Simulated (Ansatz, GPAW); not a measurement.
# A 2-layer slab of Ba(100): simulated STM images, part 2 of 2

Wanted: filled- and empty-state images of a 2-layer slab of Ba(100), with its work function.

GPAW 26.7.0 and Ansatz 0.2.0; Ansatz plane waves; slab in vacuum with a dipole correction, relaxation; PAW set soft_1 (the session's first sound run).

So far, upper work function (eV): step 2 (relaxing the atoms, PBE) 2.32; step 3 (the slab's potential, PBE, GPAW) 2.31.

## Step 4: A second plane-wave code

A second program with its own datasets checks the number independently.

This step: Ansatz plane waves; slab in vacuum with a dipole correction; PAW set soft_1 (Ansatz 0.2.0).

File input.yaml:

```yaml
crystal:
  lattice:
    - [5.02, 0.0, 0.0]
    - [0.0, 5.02, 0.0]
    - [0.0, 0.0, 16.51]
  atoms:
    - { symbol: Ba, position: [0.5, 0.5, 0.4239854634] }
    - { symbol: Ba, position: [0.0, 0.0, 0.59234531] }
kpoints:
  mp_grid: { grid: [6, 6, 1] }
hamiltonian:
  xc: pbe
  pseudopotentials: { kind: paw, azcp: { folder: soft_1 } }
scf:
  occupations: { method: fermi_dirac, width: 0.1 }
efield:
  axis: 3
  dipole_correction: true
  ramp_width: 0.05
output:
  forces: true
  write_potential: true
  write_density: true
  volumetric_format: npy
  elf: true
```

The run is started by

```
ansatz run input.yaml --threads 4 --pin off --max-ram 8192MiB --backend cpu --events-out ev --progress --plain --runs-dir out
```

Wall time 1.3 s (4 threads of Intel Xeon Platinum 8559C (Emerald Rapids), shared host); peak memory 0.61 GiB; 4.6 s of CPU time.

Numbers from this step:

```yaml
upper_work_function: 2.318 eV
lower_work_function: 2.317 eV
dipole_along_the_normal: -1.49e-4 e·Å
dipole_field: -6.49e-5 V/Å
vacuum_level_above: 2.632 eV
```

The electrostatic potential energy of an electron (with the applied field's), less the Fermi level, planar mean by z:

| z (Å) | electrostatic potential energy of an electron (with the applied field's), less the Fermi level, planar mean (eV) |
| --- | --- |
| 0.0 | 2.32 |
| 0.5 | 2.32 |
| 1.0 | 2.32 |
| 1.5 | 2.32 |
| 2.0 | 2.32 |
| 2.5 | 2.31 |
| 3.0 | 2.30 |
| 3.5 | 2.27 |
| 4.0 | 2.20 |
| 4.5 | 2.05 |
| 5.0 | 1.73 |
| 5.5 | 1.06 |
| 6.0 | -0.634 |
| 6.5 | -4.30 |
| 7.0 | -6.35 |
| 7.5 | -4.21 |
| 8.0 | -0.708 |
| 8.5 | 0.0593 |
| 9.0 | -2.07 |
| 9.5 | -5.62 |
| 10.0 | -5.91 |
| 10.5 | -2.58 |
| 11.0 | 0.335 |
| 11.5 | 1.42 |
| 12.0 | 1.90 |
| 12.5 | 2.13 |
| 13.0 | 2.24 |
| 13.5 | 2.28 |
| 14.0 | 2.30 |
| 14.5 | 2.31 |
| 15.0 | 2.32 |
| 15.5 | 2.32 |
| 16.0 | 2.32 |

Valence density, planar mean against z:

z (Å), valence density, planar mean (e/Å³) and a bar:
```
      1.0      0.000 
      1.5      0.000 
      2.0      0.000 
      2.5      0.000 
      3.0      0.000 
      3.5      0.001 
      4.0      0.002 
      4.5      0.004 #
      5.0      0.007 #
      5.5      0.019 ###
      6.0      0.073 ##########
      6.5      0.184 ##########################
      7.0      0.212 ##############################
      7.5      0.189 ###########################
      8.0      0.088 ############
      8.5      0.058 ########
      9.0      0.134 ###################
      9.5      0.208 #############################
     10.0      0.207 #############################
     10.5      0.140 ####################
     11.0      0.038 #####
     11.5      0.012 ##
     12.0      0.005 #
     12.5      0.003 
     13.0      0.001 
     13.5      0.001 
     14.0      0.000 
     14.5      0.000 
     15.0      0.000 
     15.5      0.000
```

Electrostatic potential energy in the ca plane at fractional y = 0.000, with atoms of Ba within 0.2 Å of it. With pseudopotentials it is smooth inside the atoms' cores, unlike the true potential.

Ten even steps from '0' (-32 eV) to '9' (3 eV), each cell a mean:
```
99999999999999999999997400001588999999999999
99999999999999999999998620003789999999999999
99999999999999999999999864457889999999999999
99999999999999999999999988788899999999999999
99999999999999999999999999999999999999999999
99999999999999999999999999999999999999999999
99999999999999999999999999999999999999999999
99999999999999999999999999999999999999999999
99999999999999999999999998888999999999999999
99999999999999999999999876677899999999999999
99999999999999999999998741125789999999999999
99999999999999999999998500002688999999999999
99999999999999999999997400000578999999999999
```
Columns run along c (16.5 Å; values clipped at the 3rd and 97th percentile), rows up along a (5.0 Å). Atoms in or near the plane, at fractional coordinates: Ba at (0.59, 0.00).

Valence density in the ca plane at fractional y = 0.000, with atoms of Ba within 0.2 Å of it. It is the smooth field of the valence electrons, not physical close to the nuclei.

Ten steps, logarithmic in the rise over the least value, from '0' (0.0 e/Å³) to '9' (1.3 e/Å³), each cell a mean:
```
00000000000000011122235899899741000000000000
00000000000000011122234699998631000000000000
00000000000000111222223468876421000000000000
00000000000000111222223345543211000000000000
00000000000000111222223333332111000000000000
00000000000000112222223322222110000000000000
00000000000000112222223222222110000000000000
00000000000000111222223333222111000000000000
00000000000000111222223334432211000000000000
00000000000000111222223456664311000000000000
00000000000000111122223589997521000000000000
00000000000000011122234799999631000000000000
00000000000000011122235898899742000000000000
```
Columns run along c (16.5 Å), rows up along a (5.0 Å). Atoms in or near the plane, at fractional coordinates: Ba at (0.59, 0.00).

ELF in the ca plane at fractional y = 0.000, with atoms of Ba within 0.2 Å of it. It is the smooth field of the valence electrons, not physical close to the nuclei.

Ten even steps from '0' (0.00) to '9' (0.86), each cell a mean:
```
00000000000112345555213893059830001000000000
00000000000122345555311699899610001000000000
00000000000123455566421268986200011000000000
00000000000123455566642113331000111000000000
00000000000123455556665321111112211000000000
00000000000123445555677654333333211000000000
00000000000123445555677765444443211000000000
00000000000123455555666532222222211000000000
00000000000123455556653211111011111000000000
00000000000123455566531135653100111000000000
00000000000123445565411489998410011000000000
00000000000112345555312797489720001000000000
00000000000112345554213891039830001100000000
```
Columns run along c (16.5 Å), rows up along a (5.0 Å). Atoms in or near the plane, at fractional coordinates: Ba at (0.59, 0.00).

The upper face's work function is 2.318 eV, against 2.313 eV in the first plane-wave PBE run at this geometry.

## Step 5: Side by side

Results and costs are gathered.

This step: comparison of work functions, dipole and cost; PAW set soft_1 (GPAW 26.7.0).

Ladder, by row:

| step | code | work function, upper (eV) | work function, lower (eV) | dipole (e Å) | wall time (s) | peak memory (GiB) | threads |
| --- | --- | --- | --- | --- | --- | --- | --- |
| pw | GPAW | 2.313 | 2.313 | 5.10e-5 | 48.47 | 0.34 | 1 |
| ansatz | Ansatz | 2.318 | 2.317 | -1.49e-4 | 1.33 | 0.615 | 4 |

## Step 6: A changed run

One more run, with changed settings.

This step: GPAW, PAW setups; slab in vacuum (GPAW 26.7.0).

File run.py:

```python
import json
import numpy as np
from ase import Atoms
from gpaw import GPAW, PW

slab = Atoms(
    ['Ba', 'Ba'],
    positions=[
        [2.51000, 2.51000, 7.00000],
        [-0.00000, 0.00000, 9.77962]],
    cell=[[5.02, 0.0, 0.0], [0.0, 5.02, 0.0], [0.0, 0.0, 16.51]],
    pbc=[True, True, False])

slab.calc = GPAW(mode=PW(400), xc='PBE', kpts={'size': (6, 6, 1), 'gamma': True},
                 occupations={'name': 'fermi-dirac', 'width': 1.0}, nbands='160%',
                 convergence={'density': 1e-05}, maxiter=75,
                 poissonsolver={'dipolelayer': 'xy'},
                 symmetry={'tolerance': 1e-3}, txt='slab.txt')
result = {}
energy = slab.get_potential_energy()
fermi = slab.calc.get_fermi_level()
v = slab.calc.get_electrostatic_potential().mean((0, 1)) - fermi
n = slab.calc.get_pseudo_density().mean((0, 1))
L = slab.cell[2, 2]
z = np.arange(len(v)) * L / len(v)
low, high = slab.positions[:, 2].min(), slab.positions[:, 2].max()
below, above = np.interp([low - 4.8, high + 4.8], z, v)
slopes = [np.interp(x, z, np.gradient(v, z)) for x in (low - 4.8, high + 4.8)]
eps = np.array([[slab.calc.get_eigenvalues(k, s) for k in range(len(slab.calc.get_ibz_k_points()))]
                for s in range(slab.calc.get_number_of_spins())]) - fermi
top, bottom = eps[eps < 0].max(), eps[eps > 0].min()
dipole = slab.get_dipole_moment()[2]
print(f'energy {energy:.4f} eV, Fermi level {fermi:.4f} eV, dipole {dipole:.5f} e A')
print(f'potential 4.8 A off the faces, from the Fermi level: lower {below:.4f} eV, upper {above:.4f} eV')
print(f'slope of the potential there: lower {slopes[0]:.5f}, upper {slopes[1]:.5f} eV/A')
print(f'nearest levels on the mesh: {top:.4f} and {bottom:.4f} eV')
print('magnetic moment', round(slab.get_magnetic_moment(), 3))
result.update(energy=energy, fermi=fermi, dipole=dipole, below=below, above=above, slopes=slopes, edges=[top, bottom],
              z=z.tolist(), v=v.tolist(), n=n.tolist(), positions=slab.positions.tolist(),
              forces=slab.get_forces(apply_constraint=False).tolist(), moments=slab.get_magnetic_moments().tolist())
json.dump(result, open('result.json', 'w'))
```

The run is started by

```
OMP_NUM_THREADS=1 OPENBLAS_NUM_THREADS=1 python run.py
```

Wall time 37 s (1 thread); peak memory 0.23 GiB.

The run finished. A setting was moved off its sound value on purpose, so it serves as a test and not as the result.

The fault put into the input: a smearing of electronvolts (width = 1.0).

## Step 7: Outcome

| Item | Value |
| --- | --- |
| work function, both faces | 2.31 eV |
| dipole along the normal | 5.1e-5 e Å, near the numerical noise |
| corrugation at -2 V | 0.321 Å |
| corrugation at -1 V | 0.258 Å |
| corrugation at 1.5 V | 0.830 Å |

What this shows: The corrugation at constant current is largest at 1.5 V, where the tip height varies by 0.83 Å over the cell. Negative sample bias images filled states, positive bias empty ones. The two plane-wave codes differ by 0.0046 eV on the upper face. The images are of Tersoff-Hamann type: an s-wave tip, no tip-sample forces, heights closer than in a microscope. The slab is only 2.8 Å thick between its outer nuclei, so the values belong to this film more than to the surface of the bulk metal. The in-plane lattice was kept as typed, which isn't the functional's own and leaves some strain; spin-orbit coupling and temperature are left out.

[Logs are printed without paths, hosts, clocks, repeated set-up lines and the standing remarks that a program may print on its own settings, such as how far it seeks lower states.]

[Hosts, paths, dates, database ids (printed as entryN), source tags and the programs' standing remarks are cut or masked in the printed files.]
